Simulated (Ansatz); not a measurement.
# Sc on Mo(110): change of the work function, part 5 of 5

How does Sc on the longbridge site change the work function of Mo(110) as the layer fills?

Ansatz 0.2.0; plane-wave DFT, PBE, Ansatz PAW (the session's first sound run).

So far, work function, upper face (eV): step 2 (the clean slab) 4.60; step 5 (adsorbate added, k-mesh 6×6×1, coverage 0.5 ML) 2.92; step 7 (the slab at 0.25 ML, atoms frozen) 2.46; step 8 (the substrate of the 0.25 ML cell alone) 4.66; step 9 (the adsorbate layer of the 0.25 ML cell alone) 3.45.

## (11) The same run with other settings

This step: plane-wave DFT, PBE, Ansatz PAW (Ansatz 0.2.0).

System of this step: Sc/Mo(110). The cell holds 18 atoms: 16 Mo and 2 Sc. Its edges and angles: a = 5.456 Å, b = 5.456 Å, c = 27.639 Å, α = 90.0°, β = 90.0°, γ = 70.5°. Vacuum lies along c.

An input spoilt on purpose, to show how the run answers: it repeats the earlier run at 0.5 ML with efield.axis from 3 to 2, and scf.max_iter set to 80.

input.yaml

```yaml
crystal:
  lattice:
    - [4.4547727214, -3.15, 0.0]
    - [4.4547727214, 3.15, 0.0]
    - [0.0, 0.0, 27.6386145372]
  atoms:
    - { symbol: Mo, position: [0.0, 0.0, 0.325631373] }
    - { symbol: Mo, position: [0.25, 0.25, 0.4062210262] }
    - { symbol: Mo, position: [0.0, 0.0, 0.4876151117] }
    - { symbol: Mo, position: [0.25, 0.25, 0.5652655937] }
    - { symbol: Mo, position: [0.0, 0.5, 0.325631373] }
    - { symbol: Mo, position: [0.25, 0.75, 0.4062210262] }
    - { symbol: Mo, position: [0.0, 0.5, 0.4876151117] }
    - { symbol: Mo, position: [0.25, 0.75, 0.5652655937] }
    - { symbol: Mo, position: [0.5, 0.0, 0.325631373] }
    - { symbol: Mo, position: [0.75, 0.25, 0.4062210262] }
    - { symbol: Mo, position: [0.5, 0.0, 0.4876151117] }
    - { symbol: Mo, position: [0.75, 0.25, 0.5652655937] }
    - { symbol: Mo, position: [0.5, 0.5, 0.325631373] }
    - { symbol: Mo, position: [0.75, 0.75, 0.4062210262] }
    - { symbol: Mo, position: [0.5, 0.5, 0.4876151117] }
    - { symbol: Mo, position: [0.75, 0.75, 0.5652655937] }
    - { symbol: Sc, position: [0.0, 0.0, 0.674368627] }
    - { symbol: Sc, position: [0.5, 0.5, 0.674368627] }
kpoints:
  mp_grid: { grid: [6, 6, 1] }
hamiltonian:
  xc: pbe
scf:
  occupations: { method: fermi_dirac, width: 0.1 }
  convergence: { dr2_threshold: 1.0e-08 }
  max_iter: 80
efield:
  axis: 2
  dipole_correction: true
  ramp_position: 0.97
  ramp_width: 0.06
relax:
  f_tol: 0.02
  max_steps: 60
  constraints: [{ sites: [0, 1, 4, 5, 8, 9, 12, 13] }]
output:
  bader: true
  dos: { projected: true, e_range: [-8, 4] }
  write_potential: true
  write_density: true
  volumetric_format: npy
```

The run is started by

```
$ ansatz run input.yaml --threads 4 --pin off --max-ram 12288MiB --backend cpu --events-out ev --progress --plain --runs-dir out
```

Numbers of over 12 decimals in the logs are rounded to 6 here.

The program printed:

```text
The last accepted step is kept in <dir> (removed where the run ends without a failure and the disk answers)
Engine: ansatz 0.2.0, aarch64-unknown-linux-gnu
Pseudopotentials: kind: paw
Pseudopotential: Mo, paw, valence charge 14, recommended cutoff 420 eV (normal), Mo.paw.azcp
Pseudopotential: Sc, paw, valence charge 11, recommended cutoff 420 eV (normal), Sc.paw.azcp
Functional definition: PBE
  parameter kappa = 0.804
  parameter beta = 0.066725
  exchange = pbe_x(kappa = kappa, mu = beta*pi^2/3)
  correlation = pbe_c(beta = beta)
Crystal: 18 atoms, lattice volume = 775.680 Å³
Basis set: ecut = 420 eV, 15185 PW (Γ), exchange–correlation on 80×80×384 points (8 copies of the dense FFT grid, shifted against one another)
Bands: 148, of which v1, the nominal top of the filled ones, is band 123 counted from 1 (122 counted from 0)
Symmetry: 1 space group operations
k-points: 20 of 36 (time reversal used)
Non-local potential: Mo, projectors of the file, l = 0: 3, l = 1: 2, l = 2: 2, l = 3: 1
Non-local potential: Sc, projectors of the file, l = 0: 3, l = 1: 2, l = 2: 3, l = 3: 1
PAW form: soft (Blöchl's): semilocal exchange-correlation on the pseudo side does not see the compensation charge
PAW one-centre angular grid: Mo, 590 points (default); XC on 64 Gauss nodes
PAW one-centre angular grid: Sc, 590 points (default); XC on 64 Gauss nodes
Initial density: superposition of atomic densities (neutral atoms: chi_scale 0, normalization atom), corrected by the library's trained network
Initial wavefunctions: pseudopotential atomic-orbital guess
Functional: x = pbe(κ = 0.804, μ = 0.219515), c = pbe(β = 0.066725)
Error: efield: ion 0 (Mo) at fractional coordinate 0.0000 along the field axis lies inside the sawtooth ramp with 2 of the planes that the density is read on at each end, [0.9200, 0.0800] — the ramp must sit in vacuum (an ion there feels the fictitious reversed slope); set or move the ramp (efield.ramp_position / ramp_width) or move the geometry
```

It took 0.5 s on 4 threads of Arm Neoverse V1, shared host; peak memory 1.3 GiB.

The program refused the input before any cycle.

The program's message: “Error: efield: ion 0 (Mo) at fractional coordinate 0.0000 along the field axis lies inside the sawtooth ramp with 2 of the planes that the density is read on at each end, [0.9200, 0.0800] — the ramp m …”

The fault put into the input: the field along an axis without vacuum.

## (12) A changed input

This step: plane-wave DFT, PBE, Ansatz PAW, but for the change named below (Ansatz 0.2.0).

System of this step: Mo(110). The cell holds 4 atoms: 4 Mo. Cell: a = 2.728 Å, b = 2.728 Å, c = 24.682 Å, α = 90.0°, β = 90.0°, γ = 70.5°. Vacuum lies along c.

Another changed input: it repeats the earlier run at 0 ML with crystal.symmetry to detect: false and hamiltonian.xc from pbe to pbesol.

input.yaml

```yaml
crystal:
  lattice:
    - [2.2273863607, -1.575, 0.0]
    - [2.2273863607, 1.575, 0.0]
    - [0.0, 0.0, 24.6821590822]
  atoms:
    - { symbol: Mo, position: [0.0, 0.0, 0.3646358477] }
    - { symbol: Mo, position: [0.5, 0.5, 0.4548786159] }
    - { symbol: Mo, position: [0.0, 0.0, 0.5451213841] }
    - { symbol: Mo, position: [0.5, 0.5, 0.6353641523] }
  symmetry: { detect: false }
kpoints:
  mp_grid: { grid: [12, 12, 1] }
hamiltonian:
  xc: pbesol
scf:
  occupations: { method: fermi_dirac, width: 0.1 }
  convergence: { dr2_threshold: 1.0e-08 }
efield:
  axis: 3
  dipole_correction: true
  ramp_position: 0.97
  ramp_width: 0.06
relax:
  f_tol: 0.02
  max_steps: 60
  constraints: [{ sites: [0, 1] }]
output:
  write_potential: true
  write_density: true
  volumetric_format: npy
```

The program printed:

```text
the start keeps a symmetry that the run doesn't impose, so 2 atoms are moved at random by 1.00e-2 Å, to let the relaxation leave a saddle point. relax.escape_saddle: false keeps them in place
[...]
Crystal: 4 atoms, lattice volume = 173.177 Å³
Basis set: ecut = 420 eV, 3445 PW (Γ), exchange–correlation on 40×40×360 points (8 copies of the dense FFT grid, shifted against one another)
Bands: 34, of which v1, the nominal top of the filled ones, is band 28 counted from 1 (27 counted from 0)
Symmetry: 1 space group operations
k-points: 74 of 144 (time reversal used)
[...]
SCF iter   1: F=—  HF=-19587.091773 eV  |F-HF|=—  |Δ(HF+E_count)|=         —  Δρ=5.16e-3  dr2=1.93e-1  ethr=1.77e-3  p=-0.000 e·Å  D=-1.91e-4 V/Å  ΔV_dip=0.00 eV  dr2_dipole=1.33e-5  V_vac-E_F(+/−)=4.97/4.96 eV  ⟨swp⟩=9.0  Hψ=27347  notcnv=0  defer=7
[...]
SCF iter   9: F=-19587.078197 eV  HF=-19587.078197 eV  |F-HF|=2.19e-9  |Δ(HF+E_count)|=   1.66e-8  Δρ=5.85e-7  dr2=1.11e-9  ethr=1.79e-11  p=-0.000 e·Å  D=-1.85e-4 V/Å  ΔV_dip=0.00 eV  dr2_dipole=1.24e-13  V_vac-E_F(+/−)=4.81/4.80 eV  ⟨swp⟩=9.5  Hψ=17569  notcnv=0
SCF 1 converged in 9 iterations: F = -19587.078197 eV  dr2 = 1.11e-9
[...]
relax step   1: F+E_penalty+E_count = -19587.07819672 eV  Δ(F+E_penalty+E_count) = +0.000e0 eV  max|allowed force component| = 8.876e-1 eV/Å  Δτ_max = 0.0000 Å  (9 SCF iters, accepted)
Bands: 40, of which v1, the nominal top of the filled ones, is band 28 counted from 1 (27 counted from 0)
[...]
SCF iter   9: F=-19587.117968 eV  HF=-19587.117968 eV  |F-HF|=6.74e-9  |Δ(HF+E_count)|=   1.59e-7  Δρ=1.23e-6  dr2=3.03e-9  ethr=1.79e-11  p=0.009 e·Å  D=8.95e-3 V/Å  ΔV_dip=-0.22 eV  dr2_dipole=4.60e-10  V_vac-E_F(+/−)=4.60/4.82 eV  ⟨swp⟩=11.1  Hψ=20390  notcnv=0
SCF 2 converged in 9 iterations: F = -19587.117968 eV  dr2 = 3.03e-9
[...]
relax step   2: F+E_penalty+E_count = -19587.11796830 eV  Δ(F+E_penalty+E_count) = -3.977e-2 eV  max|allowed force component| = 7.685e-1 eV/Å  Δτ_max = 0.1948 Å  (9 SCF iters, accepted)
SCF iter   1: F=—  HF=-19587.147734 eV  |F-HF|=—  |Δ(HF+E_count)|=         —  Δρ=3.91e-3  dr2=1.03e-1  ethr=1.00e-3  p=0.009 e·Å  D=8.95e-3 V/Å  ΔV_dip=-0.22 eV  dr2_dipole=1.68e-2  V_vac-E_F(+/−)=4.59/4.81 eV  ⟨swp⟩=4.1  Hψ=6308  notcnv=0  defer=47
[...]
SCF iter   9: F=-19587.141430 eV  HF=-19587.141430 eV  |F-HF|=1.40e-9  |Δ(HF+E_count)|=   2.30e-8  Δρ=9.07e-7  dr2=2.50e-9  ethr=1.79e-11  p=0.006 e·Å  D=6.12e-3 V/Å  ΔV_dip=-0.15 eV  dr2_dipole=3.20e-12  V_vac-E_F(+/−)=4.68/4.83 eV  ⟨swp⟩=10.1  Hψ=18156  notcnv=0
SCF 3 converged in 9 iterations: F = -19587.141430 eV  dr2 = 2.50e-9
relax step   3: F+E_penalty+E_count = -19587.14142953 eV  Δ(F+E_penalty+E_count) = -2.346e-2 eV  max|allowed force component| = 9.285e-2 eV/Å  Δτ_max = 0.0483 Å  (9 SCF iters, accepted)
SCF iter   1: F=—  HF=-19587.144629 eV  |F-HF|=—  |Δ(HF+E_count)|=         —  Δρ=2.32e-3  dr2=3.52e-2  ethr=7.19e-4  p=0.006 e·Å  D=6.12e-3 V/Å  ΔV_dip=-0.15 eV  dr2_dipole=4.42e-3  V_vac-E_F(+/−)=4.68/4.83 eV  ⟨swp⟩=3.2  Hψ=5369  notcnv=0  defer=45
[...]
SCF iter   8: F=-19587.142842 eV  HF=-19587.142842 eV  |F-HF|=5.06e-10  |Δ(HF+E_count)|=   2.73e-8  Δρ=1.10e-6  dr2=4.94e-9  ethr=1.79e-11  p=0.005 e·Å  D=5.71e-3 V/Å  ΔV_dip=-0.14 eV  dr2_dipole=2.10e-10  V_vac-E_F(+/−)=4.68/4.82 eV  ⟨swp⟩=10.4  Hψ=19186  notcnv=0
SCF 4 converged in 8 iterations: F = -19587.142842 eV  dr2 = 4.94e-9
relax step   4: F+E_penalty+E_count = -19587.14284233 eV  Δ(F+E_penalty+E_count) = -1.413e-3 eV  max|allowed force component| = 1.471e-2 eV/Å  Δτ_max = 0.0273 Å  (8 SCF iters, accepted)
[...]
WARN: the relaxation ended near the 4 symmetry operations of its rattled start. A stable structure does so, and so can a saddle point along a move or strain that wasn't checked. `relax.random_displacement` or `relax.escape_saddle: true` tries the moves, and a distorted `crystal.lattice` a strain
SCF converged after 8 iterations
Free energy (F): -19587.142842 eV
[...]
Internal energy: -19587.026971 eV  (E = F + TS)
E sigma→0 (E₀):  -19587.084907 eV
Entropy (-TS):   -0.115871 eV (-28.968 meV/atom)
Fermi energy:    4.627025 eV
Dipole field:    D = 0.005731 V/Å  (p = 0.005484 e·Å, saw-weighted, corrected)
Work function:   Φ+ = 4.6821 eV   Φ− = 4.8236 eV
[...]
--- Forces (eV/Å), atoms counted from 1 ---
  atom   1  Mo     0.00006434    -0.00008625     0.78759851
  atom   2  Mo    -0.00076042     0.00096424    -0.76363827
  atom   3  Mo     0.00175443    -0.00002584    -0.00928664
  atom   4  Mo    -0.00105797    -0.00085239    -0.01470731
  max |Σ_I F_I| component: 3.37e-5 eV/Å
--- Band table (eV; the first three rows and the last of 74) ---
  k-point 0: bands = [... 24 lower, 3.1610, 3.3056, 3.4078, 3.4955, 4.7676, 4.9605, 5.7609, 5.7836, ... 8 higher]
  k-point 1: bands = [... 24 lower, 3.0437, 3.1422, 3.4467, 3.7967, 4.4349, 5.0970, 5.3681, 5.6188, ... 8 higher]
  k-point 2: bands = [... 24 lower, 2.8075, 2.9552, 3.5828, 3.9058, 4.3646, 4.5269, 5.4813, 5.5745, ... 8 higher]
  k-point 73: bands = [... 24 lower, 3.0918, 5.1684, 5.1980, 5.4380, 5.6900, 6.1559, 7.2799, 7.6644, ... 8 higher]
--- Relaxed structure (4 steps of the walk, 4 accepted, 0 SCFs on fresh bases) ---
  F+E_penalty+E_count = -19587.14284233 eV   max|allowed force component| = 1.471e-2 eV/Å
  atoms:
    - { symbol: Mo, position: [0.0, 0.0, 0.364636] }
    - { symbol: Mo, position: [0.500000, 0.500000, 0.454879] }
    - { symbol: Mo, position: [-0.000158414, 6.423790830929445e-5, 0.544407] }
    - { symbol: Mo, position: [0.499768, 0.500256, 0.629609] }
```

Wall time 49 s (4 threads); peak memory 0.71 GiB.

The steps of the relaxation:

| step | energy less that of the first step (eV) | largest force component (eV/Å) |
| --- | --- | --- |
| 1 | 0.0000 | 0.8876 |
| 2 | -0.0398 | 0.7685 |
| 3 | -0.0632 | 0.0928 |
| 4 | -0.0646 | 0.0147 |

The atoms that moved most (Å):

| atom | dx | dy | dz | length |
| --- | --- | --- | --- | --- |
| Mo4 | 0.000 | 0.001 | -0.142 | 0.142 |
| Mo3 | 0.000 | 0.000 | -0.018 | 0.018 |

The relaxed structure:

```
Mo
1.0
     2.22739   -1.57500    0.00000
     2.22739    1.57500    0.00000
     0.00000    0.00000   24.68216
Mo
4
Direct
  0.00000 0.00000 0.36464
  0.50000 0.50000 0.45488
  0.99984 0.00006 0.54441
  0.49977 0.50026 0.62961
```

Numbers from this step:

```yaml
energy_at_zero_smearing: -19587.0849 eV
work_function_upper_face: 4.682 eV
work_function_lower_face: 4.824 eV
dipole_along_the_normal: 0.005484 e·Å
step_between_the_vacuum_levels: -0.1414 eV
```

| quantity | this run | earlier run | difference |
| --- | --- | --- | --- |
| work function, upper face (eV) | 4.682 | 4.598 | 0.084 |
| work function, lower face (eV) | 4.824 | 4.696 | 0.13 |
| dipole along the normal (e·Å) | 0.005484 | 0.003789 | 0.0017 |

What moves beyond 0.01 in its unit (for the dipole 0.5 % and 5e-5 e·Å): dipole along the normal (+0.0017 e·Å), work function, lower face (+0.128 eV) and work function, upper face (+0.084 eV).

## (13) What came out

- work function of the clean face: 4.60 eV
- work function at 0.11 ML: 3.21 eV
- work function at 0.25 ML: 2.46 eV
- work function at 0.5 ML: 2.92 eV
- dipole per adsorbate at 0.11 ML, positive end outwards: 2.26 D
- step of the potential from the moved charge at 0.25 ML, upper less lower side, atoms held: -2.14 eV

What this shows: Sc lowers the work function of Mo(110) at the lowest coverage, by 1.38 eV: the adsorbate layer has its positive end outwards. The dipole per adsorbate falls from 2.26 to 0.60 D as the layer fills. Neighbouring dipoles depolarise each other, and heights and bonding change with coverage too. The work function passes a minimum near 0.25 ML among the coverages run and rises again. The slab has 4 layers, at the tabulated experimental lattice constant, one starting site was run, and quantum-size effects of a slab this thin can reach one or two tenths of an eV. The main runs have no spin polarisation; a magnetic state could lie lower and would change these results.

[Logs are printed without paths, hosts, clocks, repeated set-up lines and the standing remarks that a program may print on its own settings, such as how far it seeks lower states.]

[Hosts, paths, dates, database ids (printed as entryN), source tags and the programs' standing remarks are cut or masked in the printed files.]

[Maps of the electrostatic potential energy from Ansatz leave out the sawtooth potential of an applied field or a dipole correction, so their vacuum need not be flat; planar profiles and work functions include it.]
